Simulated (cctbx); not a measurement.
**Diagnosing a refinement**

Cell a = 4.1510 Å, b = 4.1510 Å, c = 4.1510 Å, α = 90.00°, β = 90.00°, γ = 90.00°; space group Pm-3m (no. 221). The compound is ScPt3C.

The data are simulated with cctbx, not measured: Ag Kα, λ = 0.56087 Å, to d = 0.84 Å, 50 % of the full sphere, strongest reflection 40000 counts, noise from counting, a 6 % proportional error and a noise floor of 8 counts (s.d.); no absorption, and some extinction, which the refinements don't model.

An isotropic refinement with weights 1/σ² prints:

```text
Rint 0.044, 24 unique reflections to 0.85 A
cycle     R1     wR2    GooF  max shift (A)
   1  0.0756  0.2308  11.932   0.14122
   5  0.0098  0.0177   0.916   0.00000
final R1 0.0098 wR2 0.0177 GooF 0.916  parameters 6  data/parameter 4.0
atom        x        y        z      Ueq    occ   su(xyz)  su(Uiso or U11)
Pt1    0.50000  0.50000  0.00000   0.0026  1.000  0.00000  0.0003
Sc1    0.00000  0.00000  0.00000   0.0096  1.000  0.00000  0.0011
C1     0.50000  0.50000  0.50000   0.0094  1.000  0.00000  0.0036
C2     0.24842  0.76525  0.75158   0.8038  1.000  0.23414  0.6156
difference map: max 1.05 min -1.21 rms 0.42
Q1    0.0000  0.0000  0.5000    3    1.05  1.76 A from C2
Q2    0.5000  0.5000  0.5000    1    0.91  0.00 A from C1
Q3    0.2572  0.2572  0.2572    8    0.50  0.11 A from C2
Q4    0.1719  0.1719  0.1719    8    0.29  0.52 A from C2
Q5    0.0000  0.5000  0.5000    3   -1.01  0.00 A from Pt1
Q6    0.0000  0.0000  0.0000    1   -1.12  0.00 A from Sc1
```

Q: Accept it or mend it, and why?

Mend it. The fault: spurious atom: C2. Against the right model at the same level, R1 goes from 0.0110 to 0.0098 and GooF from 0.89 to 0.92 and C2 takes U = 0.80 Å². A site with no density behind it hides by a very large U or drifts.

The compound is ScPt3C. The right model at the same level gives:

```text
Rint 0.044, 24 unique reflections to 0.85 A
cycle     R1     wR2    GooF  max shift (A)
   1  0.1314  0.2537  12.140   0.00000
   2  0.0110  0.0186   0.892   0.00000
final R1 0.0110 wR2 0.0186 GooF 0.892  parameters 3  data/parameter 8.0
atom        x        y        z      Ueq    occ   su(xyz)  su(Uiso or U11)
Pt1    0.50000  0.50000  0.00000   0.0025  1.000  0.00000  0.0003
Sc1    0.00000  0.00000  0.00000   0.0095  1.000  0.00000  0.0011
C1     0.50000  0.50000  0.50000   0.0095  1.000  0.00000  0.0035
difference map: max 0.93 min -1.22 rms 0.41
Q1    0.0000  0.0000  0.3642    6    0.94  1.51 A from Sc1
Q2    0.2533  0.2533  0.2533    8    0.63  1.77 A from C1
Q3    0.5000  0.5000  0.5000    1    0.61  0.00 A from C1
Q4    0.1538  0.1538  0.1538    8    0.42  1.11 A from Sc1
Q5    0.0000  0.5000  0.5000    3   -1.04  0.00 A from Pt1
Q6    0.0000  0.0000  0.0000    1   -1.08  0.00 A from Sc1
```

The model is made up (kin elements in a known structure type, no relaxation), so it says nothing on whether the phase exists.

[Middle refinement cycles are left out of these outputs.]

[Logs are printed without paths, hosts, clocks, repeated set-up lines and the standing remarks that a program may print on its own settings, such as how far it seeks lower states.]
